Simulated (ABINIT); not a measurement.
**TePb (Fm-3m): G0W0 in ABINIT against the bands in the self-energy**

How does the gap of TePb (Fm-3m) converge in the bands in the self-energy?

Calculated with ABINIT 10.8.3; PBE and many-body steps on it, plane waves.

## 1. Set-up

It takes space group Fm-3m (No. 225, cubic). The conventional cell has a = 6.462 Å, b = 6.462 Å, c = 6.462 Å, α = 90.00°, β = 90.00°, γ = 90.00°. Nearest to Te lie 6 Pb at 3.23 Å. Pb has 6 Te at 3.23 Å nearest. Farther neighbours and most contacts between anions are not listed.

Structure file:

```cif
data_structure
_symmetry_space_group_name_H-M 'P 1'
_symmetry_Int_Tables_number 1
_cell_length_a 4.5693
_cell_length_b 4.5693
_cell_length_c 4.5693
_cell_angle_alpha 60.000
_cell_angle_beta 60.000
_cell_angle_gamma 60.000
_cell_volume 67.46
loop_
_atom_site_label
_atom_site_type_symbol
_atom_site_fract_x
_atom_site_fract_y
_atom_site_fract_z
_atom_site_occupancy
Te1 Te 0.50000 0.50000 0.50000 1
Pb2 Pb 0.00000 0.00000 0.00000 1
```

The cell and positions come from the Crystallography Open Database and are kept as given unless a step says otherwise. Spin-orbit coupling is left out unless a step names it.

## 2. Screening, 4×4×4 mesh, 448 bands, screening to 272.1 eV

This step: ABINIT 10.8.3; RPA screening on PBE, plane waves, norm-conserving pseudopotentials.

The RPA dielectric matrix is built and inverted for each q.

Contents of run.abi:

```
acell 3*1.0 Angstrom
rprim 
  -0.000000000000 3.231000000000 3.231000000000
  3.231000000000 0.000000000000 3.231000000000
  3.231000000000 3.231000000000 0.000000000000
ntypat 2
znucl 52 82
natom 2
typat 1 2
xred 
  0.500000000000 0.500000000000 0.500000000000
  0.000000000000 -0.000000000000 -0.000000000000
pp_dirpath "pseudos"
pseudos "Te.upf, Pb.upf"
ecut 34
ngkpt 4 4 4
nshiftk 1
shiftk 0 0 0
kptopt 1
chksymbreak 0
istwfk *1
occopt 1
irdwfk 1
optdriver 3
nband 448
ecuteps 10
inclvkb 2
awtr 1
symchi 1
indata_prefix "in"
outdata_prefix "out"
tmpdata_prefix "tmp"
```

Started as:

```console
$ OMP_NUM_THREADS=1 mpirun -n 8 abinit run.abi > log
```

What it wrote:

```text
.Version 10.8.3 of ABINIT. v10.8.2 released Aug 2026.

 Symmetries : space group Fm -3 m (#225); Bravais cF (face-center cubic)
[... echo of the input left out ...]
== DATASET  1 ==================================================================
-   mpi_nproc: 8, omp_nthreads: 1 (-1 if OMP is not activated)

--- !DatasetInfo
iteration_state: {dtset: 1, }
dimensions: {natom: 2, nkpt: 8, mband: 448, nsppol: 1, nspinor: 1, nspden: 1, mpw: 4338, }
cutoff_energies: {ecut:  34.0, pawecutdg:  -1.0, }
electrons: {nelect:   3.00000000E+01, charge:   0.00000000E+00, occopt:   1.00000000E+00, tsmear:   1.00000000E-02, }

 SCREENING: Calculation of the susceptibility and dielectric matrices

 Based on a program developped by R.W. Godby, V. Olevano, G. Onida, and L. Reining.
 Incorporated in ABINIT by V. Olevano, G.-M. Rignanese, and M. Torrent.
.Using double precision arithmetic ; gwpc =  8

[... cell and pseudopotentials left out ...]
--------------------------------------------------------------------------------

 ==== K-mesh for the wavefunctions ====
 Number of points in the irreducible wedge :     8
[... list of points left out ...]
 Together with 48 symmetry operations and time-reversal symmetry
 yields    64 points in the full Brillouin Zone.

 ==== Q-mesh for the screening function ====
 Number of points in the irreducible wedge :     8
[... list of points left out ...]
 Together with 48 symmetry operations and time-reversal symmetry
 yields    64 points in the full Brillouin Zone.

 setmesh: FFT mesh size selected  =    36x   36x   36
          total number of points  =        46656

 vcoul_init : cutoff-mode = AUXILIARY_FUNCTION
 q-points for optical limit:   1
     1)      0.000010    0.000020    0.000030

- screening: taking advantage of time-reversal symmetry
- Maximum band index for partially occupied states nbvw = 15
- Remaining bands to be divided among processors   nbcw = 433
- Number of bands treated by each node ~54

 Number of electrons calculated from density =   30.0000; Expected =   30.0000
 average of density, n =  0.065900
 r_s =    1.5358
 omega_plasma =   24.7627 [eV]

 calculating chi0 at frequencies [eV] :
  1    0.000000E+00    0.000000E+00
  2    0.000000E+00    2.476267E+01

--------------------------------------------------------------------------------
  q-point number  1        q = ( 0.000000, 0.000000, 0.000000) [r.l.u.]
--------------------------------------------------------------------------------
[... chi0 elements left out ...]
 For q-point:  0.000010 0.000020 0.000030
  dielectric constant =  38.7417
  dielectric constant without local fields =  41.7549

  Average fulfillment of the sum rule on Im[epsilon] for q-point    1 :    156.79  [%]
[... wings left out ...]
  q-point number  2        q = ( 0.250000, 0.000000, 0.000000) [r.l.u.]
--------------------------------------------------------------------------------
[... chi0 elements left out ...]
  Average fulfillment of the sum rule on Im[epsilon] for q-point    2 :    184.08  [%]

 [... 6 further q-points ...]
```

Wall time 12 min (8 MPI ranks of Arm Neoverse N1, shared host); peak memory 4.6 GiB.

Numbers from this step:

```
ε∞ with local fields, on this mesh, along the program's q direction : 38.74
the same without local fields                                       : 41.75
plasma frequency                                                    : 24.76 eV
plane waves in the screening matrix                                 : 701
```

Local fields lower ε∞ by 7 %.

## 3. 23 bands

This step: G0W0 on PBE, plane waves, norm-conserving pseudopotentials.

run.abi, as its differences from that of step 2:

```diff
@@ -23,8 +23,17 @@
 irdwfk 1
-optdriver 3
-nband 448
+optdriver 4
+nband 23
+gwcalctyp 0
+ecutsigx 34
+symsigma 1
+nkptgw 2
+kptgw 
+  0.5000000000 0.0000000000 0.0000000000
+  0.0000000000 0.0000000000 0.0000000000
+bdgw 
+  13 18
+  13 18
 ecuteps 10
-inclvkb 2
-awtr 1
-symchi 1
+irdscr 1
+ppmodel 1
 indata_prefix "in"
```

What it wrote:

```text
.Version 10.8.3 of ABINIT. v10.8.2 released Aug 2026.

 Symmetries : space group Fm -3 m (#225); Bravais cF (face-center cubic)
[... echo of the input left out ...]
== DATASET  1 ==================================================================
-   mpi_nproc: 8, omp_nthreads: 1 (-1 if OMP is not activated)

--- !DatasetInfo
iteration_state: {dtset: 1, }
dimensions: {natom: 2, nkpt: 8, mband: 23, nsppol: 1, nspinor: 1, nspden: 1, mpw: 4338, }
cutoff_energies: {ecut:  34.0, pawecutdg:  -1.0, }
electrons: {nelect:   3.00000000E+01, charge:   0.00000000E+00, occopt:   1.00000000E+00, tsmear:   1.00000000E-02, }

 SIGMA: Calculation of the GW corrections

 Based on a program developped by R.W. Godby, V. Olevano, G. Onida, and L. Reining.
 Incorporated in ABINIT by V. Olevano, G.-M. Rignanese, and M. Torrent.
.Using double precision arithmetic ; gwpc =  8

[... cell and pseudopotentials left out ...]
--------------------------------------------------------------------------------

 ==== K-mesh for the wavefunctions ====
 Number of points in the irreducible wedge :     8
[... list of points left out ...]
 Together with 48 symmetry operations and time-reversal symmetry
 yields    64 points in the full Brillouin Zone.

 ==== Q-mesh for screening function ====
 Number of points in the irreducible wedge :     8
[... list of points left out ...]
 Together with 48 symmetry operations and time-reversal symmetry
 yields    64 points in the full Brillouin Zone.

 vcoul_init : cutoff-mode = AUXILIARY_FUNCTION
 q-points for optical limit:   1
     1)      0.000010    0.000020    0.000030
 setmesh: FFT mesh size selected  =    45x   45x   45
          total number of points  =        91125

 Number of electrons calculated from density =   30.0000; Expected =   30.0000
 average of density, n =  0.065900
 r_s =    1.5358
 omega_plasma =   24.7627 [eV]

 === KS Band Gaps ===
  >>>> For spin  1
   Minimum direct gap =   0.7358 [eV], located at k-point      :   0.5000  0.0000  0.0000
   Fundamental gap    =   0.7358 [eV], Top of valence bands at :   0.5000  0.0000  0.0000
                                       Bottom of conduction at :   0.5000  0.0000  0.0000
 SIGMA fundamental parameters:
 PLASMON POLE MODEL  1
 number of plane-waves for SigmaX                 4285
 number of plane-waves for SigmaC and W            701
 number of plane-waves for wavefunctions          4285
 number of bands                                    23
 number of independent spin polarizations            1
 number of spinorial components                      1
 number of k-points in IBZ                           8
 number of q-points in IBZ                           8
 number of symmetry operations                      48
 number of k-points in BZ                           64
 number of q-points in BZ                           64
 number of frequencies for dSigma/dE                 9
 frequency step for dSigma/dE [eV]                0.25
 number of omega for Sigma on real axis              0
 max omega for Sigma on real axis  [eV]           0.00
 zcut for avoiding poles [eV]                     0.10

 EPSILON^-1 parameters (SCR file):
 dimension of the eps^-1 matrix on file            701
 dimension of the eps^-1 matrix used               701
 number of plane-waves for wavefunctions          4285
 number of bands                                   448
 number of q-points in IBZ                           8
 number of frequencies                               2
 number of real frequencies                          1
 number of imag frequencies                          1

 matrix elements of self-energy operator (all in [eV])

 Perturbative Calculation

--- !SelfEnergy_ee
iteration_state: {dtset: 1, }
kpoint     : [   0.500,    0.000,    0.000, ]
spin       : 1
KS_gap     :    0.736
QP_gap     :    0.823
Delta_QP_KS:    0.087
data: !SigmaeeData |
     Band     E0 <VxcDFT>   SigX SigC(E0)      Z dSigC/dE  Sig(E)    E-E0       E
       13   3.289 -11.806 -14.356   3.030   0.801  -0.249 -11.422   0.385   3.674
       14   3.289 -11.806 -14.356   3.030   0.801  -0.249 -11.422   0.385   3.674
       15   4.179 -12.163 -13.776   2.281   0.810  -0.234 -11.622   0.541   4.720
       16   4.915  -9.781  -7.151  -1.862   0.818  -0.222  -9.153   0.628   5.543
       17   5.451 -10.045  -7.546  -1.576   0.818  -0.222  -9.289   0.756   6.206
       18   5.451 -10.045  -7.546  -1.576   0.818  -0.222  -9.289   0.756   6.206

--- !SelfEnergy_ee
iteration_state: {dtset: 1, }
kpoint     : [   0.000,    0.000,    0.000, ]
spin       : 1
KS_gap     :    5.441
QP_gap     :    6.184
Delta_QP_KS:    0.744
data: !SigmaeeData |
     Band     E0 <VxcDFT>   SigX SigC(E0)      Z dSigC/dE  Sig(E)    E-E0       E
[...]
16   8.279 -10.803  -7.343  -2.242   0.809  -0.236  -9.817   0.986   9.265
       17   8.279 -10.803  -7.343  -2.242   0.809  -0.236  -9.817   0.986   9.265
       18   8.279 -10.803  -7.343  -2.242   0.809  -0.236  -9.817   0.986   9.265

== END DATASET(S) ==============================================================
================================================================================

 -outvars: echo values of variables after computation  --------
           etotal      0.0000000000E+00
            nband          23
             nkpt           8
          spgroup         225
 [... the other variables as echoed above ...]

 Calculation completed.
```

It took 21 s on 8 MPI ranks; peak memory 3.1 GiB; 2.8 min of CPU time.

This step gave:

* G0W0 gap on the points computed: 0.8230 eV
* starting gap on the mesh: 0.7358 eV
* k of the valence top: 0.5, 0, 0
* k of the conduction bottom: 0.5, 0, 0
* Z at the valence top: 0.81
* Z at the conduction bottom: 0.818
* least direct G0W0 gap on the computed points: 0.8230 eV

## 4. 28 bands

run.abi, as its differences from that of step 3:

```diff
@@ -24,3 +24,3 @@
 optdriver 4
-nband 23
+nband 28
 gwcalctyp 0
```

What it wrote:

```text
.Version 10.8.3 of ABINIT. v10.8.2 released Aug 2026.

 Symmetries : space group Fm -3 m (#225); Bravais cF (face-center cubic)
[... echo of the input left out ...]
== DATASET  1 ==================================================================
-   mpi_nproc: 8, omp_nthreads: 1 (-1 if OMP is not activated)

--- !DatasetInfo
iteration_state: {dtset: 1, }
dimensions: {natom: 2, nkpt: 8, mband: 28, nsppol: 1, nspinor: 1, nspden: 1, mpw: 4338, }
cutoff_energies: {ecut:  34.0, pawecutdg:  -1.0, }
electrons: {nelect:   3.00000000E+01, charge:   0.00000000E+00, occopt:   1.00000000E+00, tsmear:   1.00000000E-02, }

 SIGMA: Calculation of the GW corrections

 Based on a program developped by R.W. Godby, V. Olevano, G. Onida, and L. Reining.
 Incorporated in ABINIT by V. Olevano, G.-M. Rignanese, and M. Torrent.
.Using double precision arithmetic ; gwpc =  8

[... cell and pseudopotentials left out ...]
--------------------------------------------------------------------------------

 ==== K-mesh for the wavefunctions ====
 Number of points in the irreducible wedge :     8
[... list of points left out ...]
 Together with 48 symmetry operations and time-reversal symmetry
 yields    64 points in the full Brillouin Zone.

 ==== Q-mesh for screening function ====
 Number of points in the irreducible wedge :     8
[... list of points left out ...]
 Together with 48 symmetry operations and time-reversal symmetry
 yields    64 points in the full Brillouin Zone.

 vcoul_init : cutoff-mode = AUXILIARY_FUNCTION
 q-points for optical limit:   1
     1)      0.000010    0.000020    0.000030
 setmesh: FFT mesh size selected  =    45x   45x   45
          total number of points  =        91125

 Number of electrons calculated from density =   30.0000; Expected =   30.0000
[...]
number of omega for Sigma on real axis              0
 max omega for Sigma on real axis  [eV]           0.00
 zcut for avoiding poles [eV]                     0.10

 EPSILON^-1 parameters (SCR file):
 dimension of the eps^-1 matrix on file            701
 dimension of the eps^-1 matrix used               701
 number of plane-waves for wavefunctions          4285
 number of bands                                   448
 number of q-points in IBZ                           8
 number of frequencies                               2
 number of real frequencies                          1
 number of imag frequencies                          1

 matrix elements of self-energy operator (all in [eV])

 Perturbative Calculation

--- !SelfEnergy_ee
iteration_state: {dtset: 1, }
kpoint     : [   0.500,    0.000,    0.000, ]
spin       : 1
KS_gap     :    0.736
QP_gap     :    0.848
Delta_QP_KS:    0.112
data: !SigmaeeData |
     Band     E0 <VxcDFT>   SigX SigC(E0)      Z dSigC/dE  Sig(E)    E-E0       E
       13   3.289 -11.806 -14.356   2.683   0.795  -0.258 -11.701   0.106   3.395
       14   3.289 -11.806 -14.356   2.683   0.795  -0.258 -11.701   0.106   3.395
       15   4.179 -12.163 -13.776   1.930   0.804  -0.244 -11.908   0.255   4.433
[...]
--- !SelfEnergy_ee
iteration_state: {dtset: 1, }
kpoint     : [   0.000,    0.000,    0.000, ]
spin       : 1
KS_gap     :    5.441
QP_gap     :    6.053
Delta_QP_KS:    0.612
data: !SigmaeeData |
     Band     E0 <VxcDFT>   SigX SigC(E0)      Z dSigC/dE  Sig(E)    E-E0       E
[...]
17   8.279 -10.803  -7.343  -2.717   0.799  -0.252 -10.209   0.594   8.873
       18   8.279 -10.803  -7.343  -2.717   0.799  -0.252 -10.209   0.594   8.873

== END DATASET(S) ==============================================================
================================================================================

 -outvars: echo values of variables after computation  --------
           etotal      0.0000000000E+00
            nband          28
             nkpt           8
          spgroup         225
 [... the other variables as echoed above ...]

 Calculation completed.
```

Elapsed: 26 s, on 8 MPI ranks; peak memory 3.1 GiB.

Numbers from this step:

```
G0W0 gap on the points computed              : 0.8480 eV
starting gap on the mesh                     : 0.7358 eV
k of the valence top                         : 0.5, 0, 0
k of the conduction bottom                   : 0.5, 0, 0
Z at the valence top                         : 0.804
Z at the conduction bottom                   : 0.812
least direct G0W0 gap on the computed points : 0.8480 eV
```

## 5. 53 bands

run.abi, as its differences from that of step 4:

```diff
@@ -24,3 +24,3 @@
 optdriver 4
-nband 28
+nband 53
 gwcalctyp 0
```

What it wrote:

```text
.Version 10.8.3 of ABINIT. v10.8.2 released Aug 2026.

 Symmetries : space group Fm -3 m (#225); Bravais cF (face-center cubic)
[... echo of the input left out ...]
== DATASET  1 ==================================================================
-   mpi_nproc: 8, omp_nthreads: 1 (-1 if OMP is not activated)

--- !DatasetInfo
iteration_state: {dtset: 1, }
dimensions: {natom: 2, nkpt: 8, mband: 53, nsppol: 1, nspinor: 1, nspden: 1, mpw: 4338, }
cutoff_energies: {ecut:  34.0, pawecutdg:  -1.0, }
electrons: {nelect:   3.00000000E+01, charge:   0.00000000E+00, occopt:   1.00000000E+00, tsmear:   1.00000000E-02, }

 SIGMA: Calculation of the GW corrections

 Based on a program developped by R.W. Godby, V. Olevano, G. Onida, and L. Reining.
 Incorporated in ABINIT by V. Olevano, G.-M. Rignanese, and M. Torrent.
.Using double precision arithmetic ; gwpc =  8

[... cell and pseudopotentials left out ...]
--------------------------------------------------------------------------------

 ==== K-mesh for the wavefunctions ====
 Number of points in the irreducible wedge :     8
[... list of points left out ...]
 Together with 48 symmetry operations and time-reversal symmetry
 yields    64 points in the full Brillouin Zone.

 ==== Q-mesh for screening function ====
 Number of points in the irreducible wedge :     8
[... list of points left out ...]
 Together with 48 symmetry operations and time-reversal symmetry
 yields    64 points in the full Brillouin Zone.

 vcoul_init : cutoff-mode = AUXILIARY_FUNCTION
 q-points for optical limit:   1
     1)      0.000010    0.000020    0.000030
 setmesh: FFT mesh size selected  =    45x   45x   45
          total number of points  =        91125

 Number of electrons calculated from density =   30.0000; Expected =   30.0000
[...]
number of omega for Sigma on real axis              0
 max omega for Sigma on real axis  [eV]           0.00
 zcut for avoiding poles [eV]                     0.10

 EPSILON^-1 parameters (SCR file):
 dimension of the eps^-1 matrix on file            701
 dimension of the eps^-1 matrix used               701
 number of plane-waves for wavefunctions          4285
 number of bands                                   448
 number of q-points in IBZ                           8
 number of frequencies                               2
 number of real frequencies                          1
 number of imag frequencies                          1

 matrix elements of self-energy operator (all in [eV])

 Perturbative Calculation

--- !SelfEnergy_ee
iteration_state: {dtset: 1, }
kpoint     : [   0.500,    0.000,    0.000, ]
spin       : 1
KS_gap     :    0.736
QP_gap     :    0.951
Delta_QP_KS:    0.215
data: !SigmaeeData |
     Band     E0 <VxcDFT>   SigX SigC(E0)      Z dSigC/dE  Sig(E)    E-E0       E
       13   3.289 -11.806 -14.356   1.966   0.787  -0.271 -12.266  -0.460   2.830
       14   3.289 -11.806 -14.356   1.966   0.787  -0.271 -12.266  -0.460   2.830
       15   4.179 -12.163 -13.776   1.193   0.795  -0.258 -12.497  -0.334   3.845
[...]
--- !SelfEnergy_ee
iteration_state: {dtset: 1, }
kpoint     : [   0.000,    0.000,    0.000, ]
spin       : 1
KS_gap     :    5.441
QP_gap     :    5.926
Delta_QP_KS:    0.485
data: !SigmaeeData |
     Band     E0 <VxcDFT>   SigX SigC(E0)      Z dSigC/dE  Sig(E)    E-E0       E
[...]
17   8.279 -10.803  -7.343  -3.591   0.787  -0.271 -10.906  -0.103   8.176
       18   8.279 -10.803  -7.343  -3.591   0.787  -0.271 -10.906  -0.103   8.176

== END DATASET(S) ==============================================================
================================================================================

 -outvars: echo values of variables after computation  --------
           etotal      0.0000000000E+00
            nband          53
             nkpt           8
          spgroup         225
 [... the other variables as echoed above ...]

 Calculation completed.
```

It took 41 s on 8 MPI ranks; peak memory 3.3 GiB; 5.4 min of CPU time.

Numbers from this step:

| Property | Result |
| --- | --- |
| G0W0 gap on the points computed | 0.9500 eV |
| starting gap on the mesh | 0.7358 eV |
| k of the valence top | 0.5, 0, 0 |
| k of the conduction bottom | 0.5, 0, 0 |
| Z at the valence top | 0.795 |
| Z at the conduction bottom | 0.804 |
| least direct G0W0 gap on the computed points | 0.9500 eV |

(Continued in part 2 of 2.)

[Paths, hosts, dates, memory and timing lines, banners, echoed tables and standing remarks are left out of the program output.]

[Logs are printed without paths, hosts, clocks, repeated set-up lines and the standing remarks that a program may print on its own settings, such as how far it seeks lower states.]

[Runs of the session that timed out or met a known fault of the program may be left out.]

[No measured gap is set beside runs whose start may be inverted or whose files or cutoffs have a known fault.]

[Hosts, paths, dates, database ids (printed as entryN), source tags and the programs' standing remarks are cut or masked in the printed files.]

[G0W0 gaps are taken among the corrected bands and points alone; a level outside them can change the order at an edge.]

[Where Ansatz stands beside ABINIT at settings called matched, ABINIT's density can come from a denser mesh and the files from another edition; pairs whose starting gaps differed by over 0.03 eV were left out, so agreement reads better than it is.]
